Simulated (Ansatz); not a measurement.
## W wire along [100], 5 atoms a period: bands along the axis

Wanted: the relaxed geometry and the bands of the W wire along [100], 5 atoms a period.

Main program and level: Ansatz 0.2.0; DFT PBE, plane waves, PAW; relaxation of a wire's period; PAW set soft_1, in the first sound run; inputs show where later runs differ.

## Step 1: Starting point

The cell holds 5 atoms: 5 W. Its edges and angles: a = 9.970 Å, b = 9.970 Å, c = 3.170 Å, α = 90.0°, β = 90.0°, γ = 90.0°. Vacuum lies along a and b. The structure's axis is c.

## Step 2: Relaxing the period

Band widths follow the bond lengths, so the wire is relaxed first. The atoms and the third cell vector are free; the box across stays fixed as vacuum. A Fermi-Dirac smearing is set since the result may be a metal. The pressure printed is a third of the stress's trace over the whole box, vacuum included; only the stress along the axis is relaxed.

Contents of input.yaml:

```yaml
crystal:
  lattice:
    - [9.97, 0.0, 0.0]
    - [0.0, 9.97, 0.0]
    - [0.0, 0.0, 3.17]
  atoms:
    - { symbol: W, position: [0.5, 0.5, 0.0] }
    - { symbol: W, position: [0.341023069, 0.341023069, 0.5] }
    - { symbol: W, position: [0.341023069, 0.658976931, 0.5] }
    - { symbol: W, position: [0.658976931, 0.341023069, 0.5] }
    - { symbol: W, position: [0.658976931, 0.658976931, 0.5] }
kpoints:
  mp_grid: { grid: [1, 1, 26] }
scf:
  occupations: { method: fermi_dirac, width: 0.05 }
hamiltonian:
  xc: pbe
  pseudopotentials: { kind: paw, azcp: { folder: soft_1 } }
relax:
  cell: { fix: [a, b, alpha, beta, gamma] }
  max_steps: 45
  f_tol: 0.03
```

Started as:

```
$ ansatz run input.yaml --threads 4 --pin off --max-ram 16384MiB --backend cpu --events-out ev --progress --plain --runs-dir out
```

Numbers of over 12 decimals in the logs are rounded to 6 here.

The log of the run:

```text
Engine: ansatz 0.2.0, x86_64-unknown-linux-gnu
Pseudopotentials: kind: paw
Pseudopotential: W, paw, valence charge 14, recommended cutoff 420 eV (normal), soft_1/W.paw.azcp
Functional definition: PBE
  parameter kappa = 0.804
  parameter beta = 0.066725
  exchange = pbe_x(kappa = kappa, mu = beta*pi^2/3)
  correlation = pbe_c(beta = beta)
Crystal: 5 atoms, lattice volume = 315.101 Å³
Basis set: ecut = 420 eV, 6191 PW (Γ), exchange–correlation on 144×144×48 points (8 copies of the dense FFT grid, shifted against one another)
Bands: 42, of which v1, the nominal top of the filled ones, is band 35 counted from 1 (34 counted from 0)
Symmetry: 16 space group operations
Space group: P4/mmm (ITA 123), of the structure as read, at distance tolerance 6.8e-5 Å
k-points: 14 of 26
Non-local potential: W, projectors of the file, l = 0: 3, l = 1: 2, l = 2: 2, l = 3: 1
PAW form: soft (Blöchl's): semilocal exchange-correlation on the pseudo side does not see the compensation charge
PAW one-centre angular grid: W, 590 points (default); XC on 64 Gauss nodes
Initial density: superposition of atomic densities (neutral atoms: chi_scale 0, normalization atom)
Initial wavefunctions: pseudopotential atomic-orbital guess
Functional: x = pbe(κ = 0.804, μ = 0.219515), c = pbe(β = 0.066725)
SCF iter   1: F=—  HF=-51916.456809 eV  |F-HF|=—  |Δ(HF+E_count)|=         —  Δρ=4.47e-2  dr2=3.25e1  ethr=3.10e-3  ⟨swp⟩=7.6  Hψ=2479  notcnv=0
preconditioner: auto → LDOS  [metal: Δε(μ)=0.028 eV  Ē_g=3.482 eV  σ=0.050 eV  W_gap=0.14  n_scr=46 (ndim 8)  ℏωp=11.5 eV  f_vac=0.470  D(μ)=7.53/eV (n_scr^D=46)  β→1.0]
SCF iter   2: F=—  HF=-51914.303501 eV  |F-HF|=—  |Δ(HF+E_count)|=    2.15e0  Δρ=4.11e-2  dr2=3.21e1  ethr=3.10e-3  ⟨swp⟩=4.8  Hψ=1777  notcnv=0
SCF iter   3: F=—  HF=-51911.595272 eV  |F-HF|=—  |Δ(HF+E_count)|=    2.71e0  Δρ=1.14e-2  dr2=1.49e0  ethr=3.10e-3  ⟨swp⟩=4.1  Hψ=1500  notcnv=0
SCF iter   4: F=—  HF=-51911.434889 eV  |F-HF|=—  |Δ(HF+E_count)|=   1.60e-1  Δρ=3.38e-3  dr2=9.45e-2  ethr=2.13e-3  ⟨swp⟩=2.1  Hψ=817  notcnv=0
SCF iter   5: F=—  HF=-51911.442583 eV  |F-HF|=—  |Δ(HF+E_count)|=   7.69e-3  Δρ=1.22e-3  dr2=1.76e-2  ethr=1.35e-4  ⟨swp⟩=2.9  Hψ=952  notcnv=0
SCF iter   6: F=—  HF=-51911.441707 eV  |F-HF|=—  |Δ(HF+E_count)|=   8.76e-4  Δρ=3.98e-4  dr2=1.57e-3  ethr=2.51e-5  ⟨swp⟩=2.0  Hψ=774  notcnv=0
SCF iter   7: F=—  HF=-51911.441849 eV  |F-HF|=—  |Δ(HF+E_count)|=   1.42e-4  Δρ=1.03e-4  dr2=4.56e-5  ethr=2.25e-6  ⟨swp⟩=2.0  Hψ=796  notcnv=0
SCF iter   8: F=—  HF=-51911.442068 eV  |F-HF|=—  |Δ(HF+E_count)|=   2.19e-4  Δρ=3.34e-5  dr2=5.78e-6  ethr=6.51e-8  ⟨swp⟩=2.6  Hψ=838  notcnv=0
SCF iter   9: F=—  HF=-51911.442069 eV  |F-HF|=—  |Δ(HF+E_count)|=   1.11e-6  Δρ=9.26e-6  dr2=1.03e-6  ethr=8.26e-9  ⟨swp⟩=2.1  Hψ=839  notcnv=0
SCF iter  10: F=-51911.442069 eV  HF=-51911.442069 eV  |F-HF|=4.18e-9  |Δ(HF+E_count)|=   4.06e-8  Δρ=2.51e-6  dr2=6.54e-8  ethr=1.43e-10  ⟨swp⟩=4.2  Hψ=2494  notcnv=0
SCF 1 converged in 10 iterations: F = -51911.442069 eV  dr2 = 6.54e-8
  greatest PAW one-centre occupation: 0.999 electrons in one spin orbital (limit 2), on the W atom at site 0 (counted from 0), in its partial waves of l = 0
relax step   1: F+E_penalty+E_count = -51911.44206890 eV  Δ(F+E_penalty+E_count) = +0.000e0 eV  max|allowed force component| = 2.985e0 eV/Å  Δτ_max = 0.0000 Å  P = -9.876 GPa  Ω = 315.101 Å³  fix = [a, b, alpha, beta, gamma]  reactions: a -9.662, b -9.662 GPa  (10 SCF iters, dr2 threshold 1.00e-7 eV, accepted)
Crystal: 5 atoms, lattice volume = 308.654 Å³
Basis set: ecut = 420 eV, 6039 PW (Γ), exchange–correlation on 144×144×48 points (8 copies of the dense FFT grid, shifted against one another)
Initial density: handed on by an earlier stage of this run
Initial wavefunctions: those handed on with the density
SCF iter   1: F=—  HF=-51914.655737 eV  |F-HF|=—  |Δ(HF+E_count)|=         —  Δρ=2.26e-2  dr2=3.88e0  ethr=3.10e-3  ⟨swp⟩=9.8  Hψ=2680  notcnv=0
preconditioner: auto → LDOS  [metal: Δε(μ)=0.055 eV  Ē_g=3.548 eV  σ=0.050 eV  W_gap=0.26  n_scr=46 (ndim 8)  ℏωp=11.6 eV  f_vac=0.531  D(μ)=8.00/eV (n_scr^D=46)  β→1.0]
SCF iter   2: F=—  HF=-51914.227949 eV  |F-HF|=—  |Δ(HF+E_count)|=   4.28e-1  Δρ=8.70e-3  dr2=3.94e-1  ethr=3.10e-3  ⟨swp⟩=3.0  Hψ=1032  notcnv=0  defer=3
SCF iter   3: F=—  HF=-51914.220393 eV  |F-HF|=—  |Δ(HF+E_count)|=   7.56e-3  Δρ=2.66e-3  dr2=7.30e-2  ethr=5.63e-4  ⟨swp⟩=2.4  Hψ=899  notcnv=0  defer=3
SCF iter   4: F=—  HF=-51914.213297 eV  |F-HF|=—  |Δ(HF+E_count)|=   7.10e-3  Δρ=8.23e-4  dr2=4.56e-3  ethr=1.04e-4  ⟨swp⟩=2.7  Hψ=1008  notcnv=0
SCF iter   5: F=—  HF=-51914.213264 eV  |F-HF|=—  |Δ(HF+E_count)|=   3.33e-5  Δρ=2.13e-4  dr2=3.09e-4  ethr=6.52e-6  ⟨swp⟩=2.0  Hψ=816  notcnv=0
SCF iter   6: F=—  HF=-51914.213496 eV  |F-HF|=—  |Δ(HF+E_count)|=   2.32e-4  Δρ=7.30e-5  dr2=2.07e-5  ethr=4.41e-7  ⟨swp⟩=2.4  Hψ=877  notcnv=0
SCF iter   7: F=—  HF=-51914.213516 eV  |F-HF|=—  |Δ(HF+E_count)|=   2.01e-5  Δρ=3.11e-5  dr2=5.25e-6  ethr=2.95e-8  ⟨swp⟩=2.0  Hψ=832  notcnv=0
SCF iter   8: F=-51914.213517 eV  HF=-51914.213517 eV  |F-HF|=7.70e-8  |Δ(HF+E_count)|=   5.64e-7  Δρ=7.46e-6  dr2=1.91e-7  ethr=7.14e-10  ⟨swp⟩=4.3  Hψ=2421  notcnv=0
SCF 2 converged in 8 iterations: F = -51914.213517 eV  dr2 = 1.91e-7
relax step   2: F+E_penalty+E_count = -51914.21351695 eV  Δ(F+E_penalty+E_count) = -2.771e0 eV  max|allowed force component| = 1.279e0 eV/Å  Δτ_max = 0.1940 Å  P = -3.280 GPa  Ω = 308.654 Å³  energy of the carried Pulay correction = +7.088e-4 eV  fix = [a, b, alpha, beta, gamma]  reactions: a -3.879, b -3.879 GPa  (8 SCF iters, dr2 threshold 5.00e-7 eV, accepted)
Crystal: 5 atoms, lattice volume = 319.350 Å³
Basis set: ecut = 420 eV, 6247 PW (Γ), exchange–correlation on 144×144×48 points (8 copies of the dense FFT grid, shifted against one another)
SCF iter   1: F=—  HF=-51914.875954 eV  |F-HF|=—  |Δ(HF+E_count)|=         —  Δρ=2.33e-2  dr2=4.17e0  ethr=3.10e-3  ⟨swp⟩=10.9  Hψ=2846  notcnv=0
preconditioner: auto → LDOS  [metal: Δε(μ)=0.016 eV  Ē_g=4.131 eV  σ=0.050 eV  W_gap=0.08  n_scr=46 (ndim 8)  ℏωp=11.4 eV  f_vac=0.572  D(μ)=8.19/eV (n_scr^D=54)  β→1.0]
SCF iter   2: F=—  HF=-51914.565850 eV  |F-HF|=—  |Δ(HF+E_count)|=   3.10e-1  Δρ=1.44e-2  dr2=2.22e0  ethr=3.10e-3  ⟨swp⟩=3.2  Hψ=1088  notcnv=0  defer=7
SCF iter   3: F=—  HF=-51914.359478 eV  |F-HF|=—  |Δ(HF+E_count)|=   2.06e-1  Δρ=2.77e-3  dr2=6.91e-2  ethr=3.10e-3  ⟨swp⟩=2.3  Hψ=1043  notcnv=0  defer=2
SCF iter   4: F=—  HF=-51914.356591 eV  |F-HF|=—  |Δ(HF+E_count)|=   2.89e-3  Δρ=8.65e-4  dr2=2.16e-3  ethr=9.88e-5  ⟨swp⟩=2.1  Hψ=967  notcnv=0  defer=2
SCF iter   5: F=—  HF=-51914.358114 eV  |F-HF|=—  |Δ(HF+E_count)|=   1.52e-3  Δρ=3.20e-4  dr2=4.00e-4  ethr=3.08e-6  ⟨swp⟩=2.5  Hψ=1032  notcnv=0  defer=2
SCF iter   6: F=—  HF=-51914.358609 eV  |F-HF|=—  |Δ(HF+E_count)|=   4.95e-4  Δρ=1.34e-4  dr2=4.05e-5  ethr=5.72e-7  ⟨swp⟩=2.0  Hψ=830  notcnv=0  defer=2
SCF iter   7: F=—  HF=-51914.358680 eV  |F-HF|=—  |Δ(HF+E_count)|=   7.09e-5  Δρ=3.71e-5  dr2=3.43e-6  ethr=5.78e-8  ⟨swp⟩=2.1  Hψ=814  notcnv=0  defer=2
SCF iter   8: F=-51914.358687 eV  HF=-51914.358686 eV  |F-HF|=5.91e-7  |Δ(HF+E_count)|=   6.44e-6  Δρ=1.13e-5  dr2=1.91e-7  ethr=7.14e-10  ⟨swp⟩=6.1  Hψ=2287  notcnv=0
SCF 3 converged in 8 iterations: F = -51914.358687 eV  dr2 = 1.91e-7
  greatest PAW one-centre occupation: 1.000 electrons in one spin orbital (limit 2), on the W atom at site 0 (counted from 0), in its partial waves of l = 0
relax step   3: F+E_penalty+E_count = -51914.35868678 eV  Δ(F+E_penalty+E_count) = -1.452e-1 eV  max|allowed force component| = 1.602e0 eV/Å  Δτ_max = 0.1979 Å  P = +4.754 GPa  Ω = 319.350 Å³  energy of the carried Pulay correction = -4.593e-4 eV  fix = [a, b, alpha, beta, gamma]  reactions: a +4.190, b +4.190 GPa  (8 SCF iters, dr2 threshold 5.00e-7 eV, accepted)
[...]
relax step   4: F+E_penalty+E_count = -51914.68289640 eV  Δ(F+E_penalty+E_count) = -3.242e-1 eV  max|allowed force component| = 2.337e-1 eV/Å  Δτ_max = 0.0815 Å  P = -0.202 GPa  Ω = 320.802 Å³  energy of the carried Pulay correction = -6.149e-4 eV  fix = [a, b, alpha, beta, gamma]  reactions: a -0.658, b -0.658 GPa  (8 SCF iters, dr2 threshold 5.00e-7 eV, accepted)
[...]
relax step   5: F+E_penalty+E_count = -51914.73962680 eV  Δ(F+E_penalty+E_count) = -5.673e-2 eV  max|allowed force component| = 4.480e-2 eV/Å  Δτ_max = 0.0325 Å  P = +0.162 GPa  Ω = 328.131 Å³  energy of the carried Pulay correction = -1.389e-3 eV  fix = [a, b, alpha, beta, gamma]  reactions: a -0.120, b -0.120 GPa  (7 SCF iters, dr2 threshold 5.00e-7 eV, accepted)
[...]
relax step   6: F+E_penalty+E_count = -51914.77801876 eV  Δ(F+E_penalty+E_count) = -3.839e-2 eV  max|allowed force component| = 1.012e-1 eV/Å  Δτ_max = 0.0400 Å  P = +0.344 GPa  Ω = 339.580 Å³  energy of the carried Pulay correction = -2.564e-3 eV  fix = [a, b, alpha, beta, gamma]  reactions: a +0.264, b +0.264 GPa  (7 SCF iters, dr2 threshold 5.00e-7 eV, accepted)
[...]
relax step   7: F+E_penalty+E_count = -51914.78291171 eV  Δ(F+E_penalty+E_count) = -4.893e-3 eV  max|allowed force component| = 4.506e-2 eV/Å  Δτ_max = 0.0088 Å  P = +0.141 GPa  Ω = 343.874 Å³  energy of the carried Pulay correction = -2.995e-3 eV  fix = [a, b, alpha, beta, gamma]  reactions: a +0.126, b +0.126 GPa  (6 SCF iters, dr2 threshold 5.00e-7 eV, accepted)
[...]
relax step   8: F+E_penalty+E_count = -51914.78336084 eV  Δ(F+E_penalty+E_count) = -4.491e-4 eV  max|allowed force component| = 2.393e-3 eV/Å  Δτ_max = 0.0013 Å  P = +0.010 GPa  Ω = 345.205 Å³  energy of the carried Pulay correction = -3.127e-3 eV  fix = [a, b, alpha, beta, gamma]  reactions: a +0.011, b +0.011 GPa  (6 SCF iters, dr2 threshold 1.27e-7 eV, accepted)
Initial wavefunctions: pseudopotential atomic-orbital guess (no wavefunctions were taken with the density)
iter 1 solved again at ethr=2.97e-7 eV; its pass at ethr=3.10e-3 eV (dr2=2.08e-4 eV) is discarded
SCF iter   1: F=—  HF=-51914.786018 eV  |F-HF|=—  |Δ(HF+E_count)|=         —  Δρ=2.16e-4  dr2=1.90e-5  ethr=2.97e-7  ⟨swp⟩=4.3  Hψ=4114  notcnv=0
preconditioner: auto → LDOS  [metal: Δε(μ)=0.025 eV  Ē_g=3.496 eV  σ=0.050 eV  W_gap=0.13  n_scr=54 (ndim 8)  ℏωp=10.9 eV  f_vac=0.564  D(μ)=9.81/eV (n_scr^D=62)  β→1.0]
SCF iter   2: F=—  HF=-51914.787926 eV  |F-HF|=—  |Δ(HF+E_count)|=   1.91e-3  Δρ=2.52e-5  dr2=5.83e-6  ethr=2.72e-8  ⟨swp⟩=3.5  Hψ=1279  notcnv=0
SCF iter   3: F=—  HF=-51914.788114 eV  |F-HF|=—  |Δ(HF+E_count)|=   1.88e-4  Δρ=7.52e-6  dr2=3.23e-7  ethr=8.32e-9  ⟨swp⟩=2.0  Hψ=797  notcnv=0
SCF iter   4: F=—  HF=-51914.788115 eV  |F-HF|=—  |Δ(HF+E_count)|=   1.57e-6  Δρ=3.83e-6  dr2=1.72e-7  ethr=4.61e-10  ⟨swp⟩=2.1  Hψ=971  notcnv=0
SCF iter   5: F=—  HF=-51914.788115 eV  |F-HF|=—  |Δ(HF+E_count)|=   1.78e-8  Δρ=1.44e-6  dr2=1.34e-8  ethr=2.46e-10  ⟨swp⟩=2.0  Hψ=892  notcnv=0
SCF iter   6: F=—  HF=-51914.788115 eV  |F-HF|=—  |Δ(HF+E_count)|=  5.53e-10  Δρ=3.61e-7  dr2=4.70e-10  ethr=1.92e-11  ⟨swp⟩=2.2  Hψ=974  notcnv=0
SCF iter   7: F=—  HF=-51914.788115 eV  |F-HF|=—  |Δ(HF+E_count)|=  2.04e-10  Δρ=1.82e-7  dr2=1.83e-10  ethr=1.00e-12  ⟨swp⟩=2.1  Hψ=822  notcnv=0
SCF iter   8: F=-51914.788115 eV  HF=-51914.788115 eV  |F-HF|=2.18e-11  |Δ(HF+E_count)|=  5.09e-11  Δρ=6.44e-8  dr2=1.08e-11  ethr=1.00e-12  ⟨swp⟩=3.9  Hψ=2357  notcnv=0
SCF 9 converged in 8 iterations: F = -51914.788115 eV  dr2 = 1.08e-11
relax step   9: F+E_penalty+E_count = -51914.78811518 eV  Δ(F+E_penalty+E_count) = -4.754e-3 eV  max|allowed force component| = 3.002e-3 eV/Å  Δτ_max = 0.0000 Å  P = +0.015 GPa  Ω = 345.205 Å³  fix = [a, b, alpha, beta, gamma]  reactions: a +0.014, b +0.014 GPa  stress off target by 1.57e-2 GPa on what of the cell is left free  SCF on the basis re-selected at this cell (its energy is not comparable with the rows above)  (8 SCF iters)
basis re-selected at this cell: Δ(F+E_penalty+E_count) = -4.754e-3 eV, ΔP = +0.005 GPa vs the last step (what re-selecting the basis moved, of the pressure what is left beyond the Pulay correction that the steps carried, after the strain that the cell walked since its last selection, with what the two solves' SCF thresholds leave and, on support functions, any second-order correction that the steps lacked; it is no m [...]
SCF converged after 8 iterations
Free energy (F): -51914.788115 eV
Harris-Foulkes:  -51914.788115 eV  (|F-HF|=2.18e-11)
Internal energy: -51914.709467 eV  (E = F + TS)
E sigma→0 (E₀):  -51914.748791 eV
Entropy (-TS):   -0.078648 eV (-15.730 meV/atom)
Fermi energy:    2.573416 eV
--- Per-component energies (eV) ---
  E_band       = -1767.677582
  E_kinetic    = 2109.222228
  E_local      = -20712.307491  (includes V_loc(G=0)·N_el)
  E_nonlocal   = -118.321744
  E_hartree    = 9455.331393
  E_xc         = -1327.174233
  E_vxc        = -1141.109841  (∫ρ·V_xc dr)
  E_paw        = -42891.511423  (= ΣΔE_a)
  E_vpaw       = -815.824125  (= ΣTr[D̂ρ^β])
  E_aug_tail   = 0.000772  (compensation charges beyond the density's cutoff)
  E_ewald      = 1570.051031
  E_smearing   = -0.078648  (= −TS)
  E_closure    = -0.000000  (closes the sum)
  Σ components = -51914.788115   (vs F -51914.788115, Δ=0.00e0)
--- Forces (eV/Å), atoms counted from 1 ---
  atom   1  W     -0.00000000     0.00000000     0.00000000
  atom   2  W      0.00300154     0.00300154     0.00000000
  atom   3  W      0.00300154    -0.00300154     0.00000000
  atom   4  W     -0.00300154     0.00300154     0.00000000
  atom   5  W     -0.00300154    -0.00300154     0.00000000
  max |Σ_I F_I| component: 1.73e-18 eV/Å
--- Stress (GPa, compression-positive) ---
        0.014063       0.000000       0.000000
        0.000000       0.014063       0.000000
        0.000000       0.000000       0.015669
  P = ⅓ Tr σ = 0.0146 GPa (0.146 kbar)
--- Relaxed structure (8 steps of the walk, 8 accepted, 1 SCFs on fresh bases) ---
  F+E_penalty+E_count = -51914.78811518 eV   max|allowed force component| = 3.002e-3 eV/Å   (the final SCF, on the basis selected at the relaxed cell)
  cell:  # Å, volume = 345.2055 Å³
    - [9.97, 0.0, 0.0]
    - [0.0, 9.97, 0.0]
    - [0.0, 0.0, 3.472861]
  atoms:
    - { symbol: W, position: [0.5, 0.5, 0.0] }
    - { symbol: W, position: [0.368897, 0.368897, 0.500000] }
    - { symbol: W, position: [0.368897, 0.631103, 0.500000] }
    - { symbol: W, position: [0.631103, 0.368897, 0.500000] }
    - { symbol: W, position: [0.631103, 0.631103, 0.500000] }
```

It took 40 s on 4 threads of Intel Xeon Platinum 8259CL at 2.50GHz (Skylake/Cascade Lake), shared host; peak memory 0.81 GiB; 2.3 min of CPU time.

Relaxation path:

```tsv
step	energy less that of the first step (eV)	largest force component (eV/Å)	pressure (GPa)	volume (Å³)
1	0.0000	2.9853	-9.88	315.10
2	-2.7714	1.2787	-3.28	308.65
3	-2.9166	1.6018	4.75	319.35
4	-3.2408	0.2337	-0.20	320.80
5	-3.2976	0.0448	0.16	328.13
6	-3.3360	0.1012	0.34	339.58
7	-3.3408	0.0451	0.14	343.87
8	-3.3413	0.0024	0.01	345.21
9*	-3.3460	0.0030	0.01	345.21
```

Relaxation steps marked * repeat the geometry before them on a plane-wave basis chosen anew for their cell, so energy and pressure can jump there.

Forces are held to the 16 operations that the run works with; a distortion that breaks them can't arise in this run.

```tsv
cell as run	before	after	change
c (Å)	3.170	3.473	+9.6 %
```

The atoms that moved most (Å, along periodic axes as changes of fractional coordinates times the final cell, across vacuum about the mean position):

```tsv
atom	dx	dy	dz	length
W5	-0.278	-0.278	0.000	0.393
W4	-0.278	0.278	0.000	0.393
W3	0.278	-0.278	0.000	0.393
W2	0.278	0.278	0.000	0.393
```

Final coordinates:

```xyz
5
Lattice="9.9700 0.0000 0.0000 0.0000 9.9700 0.0000 0.0000 0.0000 3.4729" Properties=species:S:1:pos:R:3
W     4.9850    4.9850    0.0000
W     3.6779    3.6779    1.7364
W     3.6779    6.2921    1.7364
W     6.2921    3.6779    1.7364
W     6.2921    6.2921    1.7364
```

This step gave:

* energy at zero smearing: -51914.7488 eV
* cell length along the wire: 3.473 Å

The cell's length comes to 3.473 Å with spin left out.

## Step 3: Bands of the perfect wire

This step: DFT PBE, plane waves, PAW; bands of a perfect wire; PAW set soft_1 (Ansatz 0.2.0).

At the relaxed period the bands are computed along the axis; those that cross an energy going forward count the channels that a perfect wire would open there.

Contents of input.yaml:

```yaml
crystal:
  lattice:
    - [9.97, 0.0, 0.0]
    - [0.0, 9.97, 0.0]
    - [0.0, 0.0, 3.4728608081]
  atoms:
    - { symbol: W, position: [0.5, 0.5, 0.0] }
    - { symbol: W, position: [0.36889663, 0.36889663, 0.5] }
    - { symbol: W, position: [0.36889663, 0.63110337, 0.5] }
    - { symbol: W, position: [0.63110337, 0.36889663, 0.5] }
    - { symbol: W, position: [0.63110337, 0.63110337, 0.5] }
kpoints:
  mp_grid: { grid: [1, 1, 24] }
  band_path: { path: ["Γ", Z], npoints: 90 }
scf:
  occupations: { method: fermi_dirac, width: 0.05 }
hamiltonian:
  xc: pbe
  pseudopotentials: { kind: paw, azcp: { folder: soft_1 } }
output:
  dos: { e_range: [-5, 4] }
  write_potential: true
  write_density: true
  volumetric_format: npy
```

The log of the run:

```text
[...]
Crystal: 5 atoms, lattice volume = 345.205 Å³
Basis set: ecut = 420 eV, 6759 PW (Γ)
Bands: 42, of which v1, the nominal top of the filled ones, is band 35 counted from 1 (34 counted from 0)
Symmetry: 16 space group operations
[...]
k-points: 13 of 24
[...]
SCF iter   1: F=—  HF=-51923.598579 eV  |F-HF|=—  |Δ(HF+E_count)|=         —  Δρ=5.18e-2  dr2=4.67e1  ethr=3.10e-3  ⟨swp⟩=7.8  Hψ=2332  notcnv=0
[...]
SCF iter  11: F=-51914.788047 eV  HF=-51914.788047 eV  |F-HF|=3.14e-8  |Δ(HF+E_count)|=   2.68e-7  Δρ=3.23e-6  dr2=5.55e-8  ethr=1.43e-10  ⟨swp⟩=8.5  Hψ=1971  notcnv=0
SCF 1 converged in 11 iterations: F = -51914.788047 eV  dr2 = 5.55e-8
[...]
NSCF: frozen V_eff on 91 k-points
WARN: The output density's exchange-correlation potential varies sharply where the density is thin. Do not read a vacuum level from v_tot or v_xc, or from such a field of the output density. On a cell that repeats whose density bears no net charge and no dipole along the vacuum's axis use v_es (v_loc + v_h of the components); under efield.dipole_correction with no amplitude use v_es + v_field, which holds any externa [...]
SCF converged after 11 iterations
Free energy (F): -51914.788047 eV
[...]
Internal energy: -51914.709087 eV  (E = F + TS)
E sigma→0 (E₀):  -51914.748567 eV
Entropy (-TS):   -0.078960 eV (-15.792 meV/atom)
Fermi energy:    2.574230 eV
[...]
--- Band table (eV; the first three rows and the last of 13) ---
  k-point 0: bands = [... 31 lower, 1.8168, 2.1452, 2.3344, 2.3344, 2.4956, 3.0731, 3.1840, 3.1840, ... 3 higher]
  k-point 1: bands = [... 31 lower, 1.7614, 1.9221, 2.3493, 2.3493, 2.7361, 3.0579, 3.1921, 3.1921, ... 3 higher]
  k-point 2: bands = [... 31 lower, 1.6079, 1.6239, 2.3924, 2.3924, 3.0052, 3.1033, 3.2160, 3.2160, ... 3 higher]
  k-point 12: bands = [... 31 lower, 2.1049, 2.1049, 2.3520, 2.3520, 3.4506, 3.7408, 3.7408, 4.1493, ... 3 higher]
```

It took 14 s on 4 threads; peak memory 1 GiB.

This step gave:

```
energy at zero smearing : -51914.7486 eV
band gap                : 0 eV
```

Electronic bands along the path, in eV, zero at the Fermi level:

```tsv
point	band 32	band 33	band 34	band 35	band 36	band 37	band 38	band 39
Γ	-0.76	-0.43	-0.24	-0.24	-0.08	0.50	0.61	0.61
halfway	-1.06	-1.06	-0.11	0.01	0.01	0.86	0.86	1.25
Z	-0.47	-0.47	-0.22	-0.22	0.88	1.17	1.17	1.57
```

Between Γ and Z the bands cross the Fermi level 7 times, so a perfect wire would conduct at least 7 G₀, with spin left out.

## Step 4: Results

```json
{"cell length, PBE": "3.473 Å", "ballistic conductance by band crossings, a lower bound, PBE": "7 G₀"}
```

What this shows: Under PBE the cell's length is 3.47 Å, and the bands cross the Fermi level 7 times between Γ and Z, which gives a perfect wire at least 7 G₀ (opposite crossings within one step of the path cancel in such a count). No spin was allowed, though thin wires with open d shells can turn magnetic. Spin-orbit coupling is left out, which matters for the bands of heavy atoms.

[Logs are printed without paths, hosts, clocks, repeated set-up lines and the standing remarks that a program may print on its own settings, such as how far it seeks lower states.]

[Hosts, paths, dates, database ids (printed as entryN), source tags and the programs' standing remarks are cut or masked in the printed files.]
